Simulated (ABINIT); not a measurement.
## TiNF (Pmmn): changed settings of a GW run in ABINIT

A base run on TiNF (Pmmn), then changed inputs.

Calculated with ABINIT 10.8.3; PBEsol and many-body steps on it, plane waves.

## 1. The starting structure

The structure is orthorhombic, space group Pmmn (No. 59). Conventional cell: a = 3.062 Å, b = 3.964 Å, c = 7.871 Å, α = 90.00°, β = 90.00°, γ = 90.00°. Ti has 4 N at 2.01 Å and 2 F at 2.04 Å nearest. Nearest to N lie 4 Ti at 2.01 Å. Nearest to F lie 2 Ti at 2.04 Å. Farther neighbours and most contacts between anions are not listed.

The cell and positions are those that the Materials Project relaxed with its own functionals (PBE, PBE+U or r2SCAN), kept fixed.

## 2. Screening, 4×2×1 mesh, 96 bands, screening to 122.5 eV

This step: ABINIT 10.8.3; RPA screening on PBEsol, plane waves, norm-conserving pseudopotentials.

The RPA dielectric matrix is built and inverted for each q.

File run.abi:

```
acell 3*1.0 Angstrom
rprim 
  3.062004000000 0.000000000000 0.000000000000
  0.000000000000 3.964387000000 0.000000000000
  0.000000000000 0.000000000000 7.870826000000
ntypat 3
znucl 22 7 9
natom 6
typat 1 1 2 2 3 3
xred 
  0.500000000000 0.000000000000 0.895914000000
  0.000000000000 0.500000000000 0.104086000000
  0.500000000000 0.500000000000 0.939316000000
  0.000000000000 0.000000000000 0.060684000000
  0.000000000000 0.000000000000 0.724624000000
  0.500000000000 0.500000000000 0.275376000000
pp_dirpath "pseudos"
pseudos "Ti.upf, N.upf, F.upf"
ecut 38
ngkpt 4 2 1
nshiftk 1
shiftk 0 0 0
kptopt 1
chksymbreak 0
istwfk *1
occopt 1
irdwfk 1
optdriver 3
nband 96
ecuteps 4.5
inclvkb 2
awtr 1
symchi 1
indata_prefix "in"
outdata_prefix "out"
tmpdata_prefix "tmp"
```

Launch:

```
$ OMP_NUM_THREADS=1 mpirun -n 4 abinit run.abi > log
```

Output:

```text
.Version 10.8.3 of ABINIT. v10.8.2 released Aug 2026.

 Symmetries : space group Pm m n (# 59); Bravais oP (primitive ortho.)
[... echo of the input left out ...]
== DATASET  1 ==================================================================
-   mpi_nproc: 4, omp_nthreads: 1 (-1 if OMP is not activated)

--- !DatasetInfo
iteration_state: {dtset: 1, }
dimensions: {natom: 6, nkpt: 6, mband: 96, nsppol: 1, nspinor: 1, nspden: 1, mpw: 7264, }
cutoff_energies: {ecut:  38.0, pawecutdg:  -1.0, }
electrons: {nelect:   4.80000000E+01, charge:   0.00000000E+00, occopt:   1.00000000E+00, tsmear:   1.00000000E-02, }

 SCREENING: Calculation of the susceptibility and dielectric matrices

 Based on a program developped by R.W. Godby, V. Olevano, G. Onida, and L. Reining.
 Incorporated in ABINIT by V. Olevano, G.-M. Rignanese, and M. Torrent.
.Using double precision arithmetic ; gwpc =  8

[... cell and pseudopotentials left out ...]
--------------------------------------------------------------------------------

 ==== K-mesh for the wavefunctions ====
 Number of points in the irreducible wedge :     6
[... list of points left out ...]
 Together with  8 symmetry operations and time-reversal symmetry
 yields     8 points in the full Brillouin Zone.

 ==== Q-mesh for the screening function ====
 Number of points in the irreducible wedge :     6
[... list of points left out ...]
 Together with  8 symmetry operations and time-reversal symmetry
 yields     8 points in the full Brillouin Zone.

 setmesh: FFT mesh size selected  =    24x   30x   60
          total number of points  =        43200

 vcoul_init : cutoff-mode = AUXILIARY_FUNCTION
 q-points for optical limit:   1
     1)      0.000010    0.000020    0.000030

- screening: taking advantage of time-reversal symmetry
- Maximum band index for partially occupied states nbvw = 24
- Remaining bands to be divided among processors   nbcw = 72
- Number of bands treated by each node ~18

 Number of electrons calculated from density =   48.0000; Expected =   48.0000
 average of density, n =  0.074446
 r_s =    1.4747
 omega_plasma =   26.3195 [eV]

 calculating chi0 at frequencies [eV] :
  1    0.000000E+00    0.000000E+00
  2    0.000000E+00    2.631945E+01

--------------------------------------------------------------------------------
  q-point number  1        q = ( 0.000000, 0.000000, 0.000000) [r.l.u.]
--------------------------------------------------------------------------------
[... chi0 elements left out ...]
 For q-point:  0.000010 0.000020 0.000030
  dielectric constant =  11.2528
  dielectric constant without local fields =  12.2981

  Average fulfillment of the sum rule on Im[epsilon] for q-point    1 :     48.69  [%]
[... wings left out ...]
  q-point number  2        q = ( 0.250000, 0.000000, 0.000000) [r.l.u.]
--------------------------------------------------------------------------------
[... chi0 elements left out ...]
  Average fulfillment of the sum rule on Im[epsilon] for q-point    2 :     54.44  [%]

 [... 4 further q-points ...]
```

The job ended after 23 s (4 MPI ranks of Arm Neoverse V2, shared host; peak memory 1.1 GiB; 91 s of CPU time).

This step gave:

| Property | Result |
| --- | --- |
| ε∞ with local fields, on this mesh, along the program's q direction | 11.25 |
| the same without local fields | 12.30 |
| plasma frequency | 26.32 eV |
| plane waves in the screening matrix | 293 |

Local fields lower ε∞ by 8 %. On a Γ-centred mesh this coarse the value itself is usually too large, while a short band sum pulls it down.

## 3. Base

The self-energy is evaluated for the states that the input lists, and the levels follow from it, in one-shot runs by the linearised quasiparticle equation.

This step: G0W0 on PBEsol, plane waves, norm-conserving pseudopotentials.

Edit run.abi of step 2 so:

```diff
@@ -27,8 +27,15 @@
 irdwfk 1
-optdriver 3
+optdriver 4
 nband 96
+gwcalctyp 0
+ecutsigx 38
+symsigma 1
+nkptgw 1
+kptgw 
+  0.0000000000 0.0000000000 0.0000000000
+bdgw 
+  23 26
 ecuteps 4.5
-inclvkb 2
-awtr 1
-symchi 1
+irdscr 1
+ppmodel 1
 indata_prefix "in"
```

Output:

```text
.Version 10.8.3 of ABINIT. v10.8.2 released Aug 2026.

 Symmetries : space group Pm m n (# 59); Bravais oP (primitive ortho.)
[... echo of the input left out ...]
== DATASET  1 ==================================================================
-   mpi_nproc: 4, omp_nthreads: 1 (-1 if OMP is not activated)

--- !DatasetInfo
iteration_state: {dtset: 1, }
dimensions: {natom: 6, nkpt: 6, mband: 96, nsppol: 1, nspinor: 1, nspden: 1, mpw: 7264, }
cutoff_energies: {ecut:  38.0, pawecutdg:  -1.0, }
electrons: {nelect:   4.80000000E+01, charge:   0.00000000E+00, occopt:   1.00000000E+00, tsmear:   1.00000000E-02, }

 SIGMA: Calculation of the GW corrections

 Based on a program developped by R.W. Godby, V. Olevano, G. Onida, and L. Reining.
 Incorporated in ABINIT by V. Olevano, G.-M. Rignanese, and M. Torrent.
.Using double precision arithmetic ; gwpc =  8

[... cell and pseudopotentials left out ...]
--------------------------------------------------------------------------------

 ==== K-mesh for the wavefunctions ====
 Number of points in the irreducible wedge :     6
[... list of points left out ...]
 Together with  8 symmetry operations and time-reversal symmetry
 yields     8 points in the full Brillouin Zone.

 ==== Q-mesh for screening function ====
 Number of points in the irreducible wedge :     6
[... list of points left out ...]
 Together with  8 symmetry operations and time-reversal symmetry
 yields     8 points in the full Brillouin Zone.

 vcoul_init : cutoff-mode = AUXILIARY_FUNCTION
 q-points for optical limit:   1
     1)      0.000010    0.000020    0.000030
 setmesh: FFT mesh size selected  =    40x   48x   90
          total number of points  =       172800

 Number of electrons calculated from density =   48.0000; Expected =   48.0000
 average of density, n =  0.074446
 r_s =    1.4747
 omega_plasma =   26.3195 [eV]

 === KS Band Gaps ===
  >>>> For spin  1
   Minimum direct gap =   0.6833 [eV], located at k-point      :   0.0000  0.0000  0.0000
   Fundamental gap    =   0.6833 [eV], Top of valence bands at :   0.0000  0.0000  0.0000
                                       Bottom of conduction at :   0.0000  0.0000  0.0000
 SIGMA fundamental parameters:
 PLASMON POLE MODEL  1
 number of plane-waves for SigmaX                 7201
 number of plane-waves for SigmaC and W            293
 number of plane-waves for wavefunctions          7201
 number of bands                                    96
 number of independent spin polarizations            1
 number of spinorial components                      1
 number of k-points in IBZ                           6
 number of q-points in IBZ                           6
 number of symmetry operations                       8
 number of k-points in BZ                            8
 number of q-points in BZ                            8
 number of frequencies for dSigma/dE                 9
 frequency step for dSigma/dE [eV]                0.25
 number of omega for Sigma on real axis              0
 max omega for Sigma on real axis  [eV]           0.00
 zcut for avoiding poles [eV]                     0.10

 EPSILON^-1 parameters (SCR file):
 dimension of the eps^-1 matrix on file            293
 dimension of the eps^-1 matrix used               293
 number of plane-waves for wavefunctions          7201
 number of bands                                    96
 number of q-points in IBZ                           6
 number of frequencies                               2
 number of real frequencies                          1
 number of imag frequencies                          1

 matrix elements of self-energy operator (all in [eV])

 Perturbative Calculation

--- !SelfEnergy_ee
iteration_state: {dtset: 1, }
kpoint     : [   0.000,    0.000,    0.000, ]
spin       : 1
KS_gap     :    0.683
QP_gap     :    1.717
Delta_QP_KS:    1.033
data: !SigmaeeData |
     Band     E0 <VxcDFT>   SigX SigC(E0)      Z dSigC/dE  Sig(E)    E-E0       E
       23   1.124 -18.907 -21.918   3.657   0.747  -0.338 -18.424   0.483   1.607
       24   2.376 -18.173 -20.423   3.043   0.748  -0.337 -17.580   0.594   2.969
       25   3.059 -19.644 -12.296  -5.171   0.747  -0.338 -18.017   1.627   4.686
       26   3.820 -20.336 -12.144  -5.872   0.739  -0.352 -18.620   1.715   5.536

== END DATASET(S) ==============================================================
================================================================================

 -outvars: echo values of variables after computation  --------
           etotal      0.0000000000E+00
            nband          96
             nkpt           6
          spgroup          59
 [... the other variables as echoed above ...]

 Calculation completed.
```

It took 5.5 s on 4 MPI ranks; peak memory 0.86 GiB; 22 s of CPU time.

Numbers from this step:

* G0W0 gap on the points computed: 1.717 eV
* starting gap on the mesh: 0.6833 eV
* k of the valence top: 0, 0, 0
* k of the conduction bottom: 0, 0, 0
* Z at the valence top: 0.748
* Z at the conduction bottom: 0.747
* least direct G0W0 gap on the computed points: 1.717 eV

The gap on the mesh goes from 0.68 eV to 1.72 eV, a correction of +1.03 eV.

## 4. Coulomb singularity

Edit run.abi of step 3 so:

```diff
@@ -40,2 +40,3 @@
 ppmodel 1
+gw_icutcoul 3
 indata_prefix "in"
```

Output:

```text
.Version 10.8.3 of ABINIT. v10.8.2 released Aug 2026.

 Symmetries : space group Pm m n (# 59); Bravais oP (primitive ortho.)
[... echo of the input left out ...]
== DATASET  1 ==================================================================
-   mpi_nproc: 4, omp_nthreads: 1 (-1 if OMP is not activated)

--- !DatasetInfo
iteration_state: {dtset: 1, }
dimensions: {natom: 6, nkpt: 6, mband: 96, nsppol: 1, nspinor: 1, nspden: 1, mpw: 7264, }
cutoff_energies: {ecut:  38.0, pawecutdg:  -1.0, }
electrons: {nelect:   4.80000000E+01, charge:   0.00000000E+00, occopt:   1.00000000E+00, tsmear:   1.00000000E-02, }

 SIGMA: Calculation of the GW corrections

 Based on a program developped by R.W. Godby, V. Olevano, G. Onida, and L. Reining.
 Incorporated in ABINIT by V. Olevano, G.-M. Rignanese, and M. Torrent.
.Using double precision arithmetic ; gwpc =  8

[... cell and pseudopotentials left out ...]
--------------------------------------------------------------------------------

 ==== K-mesh for the wavefunctions ====
 Number of points in the irreducible wedge :     6
[... list of points left out ...]
 Together with  8 symmetry operations and time-reversal symmetry
 yields     8 points in the full Brillouin Zone.

 ==== Q-mesh for screening function ====
 Number of points in the irreducible wedge :     6
[... list of points left out ...]
 Together with  8 symmetry operations and time-reversal symmetry
 yields     8 points in the full Brillouin Zone.

 vcoul_init : cutoff-mode = CRYSTAL
 q-points for optical limit:   1
     1)      0.000010    0.000020    0.000030
 setmesh: FFT mesh size selected  =    40x   48x   90
          total number of points  =       172800

 Number of electrons calculated from density =   48.0000; Expected =   48.0000
[...]
number of k-points in IBZ                           6
 number of q-points in IBZ                           6
 number of symmetry operations                       8
 number of k-points in BZ                            8
 number of q-points in BZ                            8
 number of frequencies for dSigma/dE                 9
 frequency step for dSigma/dE [eV]                0.25
 number of omega for Sigma on real axis              0
 max omega for Sigma on real axis  [eV]           0.00
 zcut for avoiding poles [eV]                     0.10

 EPSILON^-1 parameters (SCR file):
 dimension of the eps^-1 matrix on file            293
 dimension of the eps^-1 matrix used               293
 number of plane-waves for wavefunctions          7201
 number of bands                                    96
 number of q-points in IBZ                           6
 number of frequencies                               2
 number of real frequencies                          1
 number of imag frequencies                          1

 matrix elements of self-energy operator (all in [eV])

 Perturbative Calculation

--- !SelfEnergy_ee
iteration_state: {dtset: 1, }
kpoint     : [   0.000,    0.000,    0.000, ]
spin       : 1
KS_gap     :    0.683
QP_gap     :    1.707
Delta_QP_KS:    1.024
data: !SigmaeeData |
     Band     E0 <VxcDFT>   SigX SigC(E0)      Z dSigC/dE  Sig(E)    E-E0       E
       23   1.124 -18.907 -21.711   3.563   0.751  -0.332 -18.337   0.569   1.693
       24   2.376 -18.173 -20.216   2.949   0.751  -0.331 -17.493   0.681   3.056
       25   3.059 -19.644 -12.296  -5.077   0.751  -0.332 -17.939   1.705   4.764
       26   3.820 -20.336 -12.144  -5.778   0.743  -0.347 -18.543   1.793   5.613

== END DATASET(S) ==============================================================
================================================================================

 -outvars: echo values of variables after computation  --------
           etotal      0.0000000000E+00
            nband          96
             nkpt           6
          spgroup          59
 [... the other variables as echoed above ...]

 Calculation completed.
```

Wall time 5.5 s (4 MPI ranks); peak memory 0.86 GiB.

Numbers from this step:

```
G0W0 gap on the points computed              : 1.708 eV
starting gap on the mesh                     : 0.6833 eV
k of the valence top                         : 0, 0, 0
k of the conduction bottom                   : 0, 0, 0
Z at the valence top                         : 0.751
Z at the conduction bottom                   : 0.751
least direct G0W0 gap on the computed points : 1.708 eV
```

Against G0W0 in ABINIT (4×2×1 mesh, 96 bands, screening to 122.5 eV, Godby-Needs plasmon pole), the gap moves by −0.009 eV.

## 5. The runs together

Times are wall times on 4 MPI ranks of Arm Neoverse V2, shared host, good to a factor of about two. A run's time includes the screening step that it read.

| run | mesh | bands | screening cutoff (eV) | DFT gap (eV) | gap on the mesh (eV) | direct (eV) | ε∞ used | time |
| --- | --- | --- | --- | --- | --- | --- | --- | --- |
| base | 4×2×1 | 96 | 122.5 | 0.683 | 1.717 | 1.717 | 11.25 | 28 s |
| Coulomb singularity | 4×2×1 | 96 | 122.5 | 0.683 | 1.708 | 1.708 | 11.25 | 28 s |

## 6. Outcome

| Quantity | Value |
| --- | --- |
| base | 1.717 eV |
| Coulomb singularity | 1.708 eV |
| known limits | not at the basis limit; coarse k mesh |

In words: Coulomb singularity: −0.009 eV against base (keys changed: gw_icutcoul). Bands and cutoff are finite, so the gap is not at the basis limit. The miss can reach some tenths of an eV and take either sign; the mesh is an error of its own. In the G0W0 runs levels were corrected at 1 k point alone, so a gap called «on the mesh» is the least over those, and an edge elsewhere would be missed. The 4×2×1 mesh is coarse for this cell, which bears on the long-range parts of exchange and screening.

[Paths, hosts, dates, memory and timing lines, banners, echoed tables and standing remarks are left out of the program output.]

[Logs are printed without paths, hosts, clocks, repeated set-up lines and the standing remarks that a program may print on its own settings, such as how far it seeks lower states.]

[Runs of the session that timed out or met a known fault of the program may be left out.]

[Hosts, paths, dates, database ids (printed as entryN), source tags and the programs' standing remarks are cut or masked in the printed files.]

[G0W0 gaps are taken among the corrected bands and points alone; a level outside them can change the order at an edge.]

[Where Ansatz stands beside ABINIT at settings called matched, ABINIT's density can come from a denser mesh and the files from another edition; pairs whose starting gaps differed by over 0.03 eV were left out, so agreement reads better than it is.]
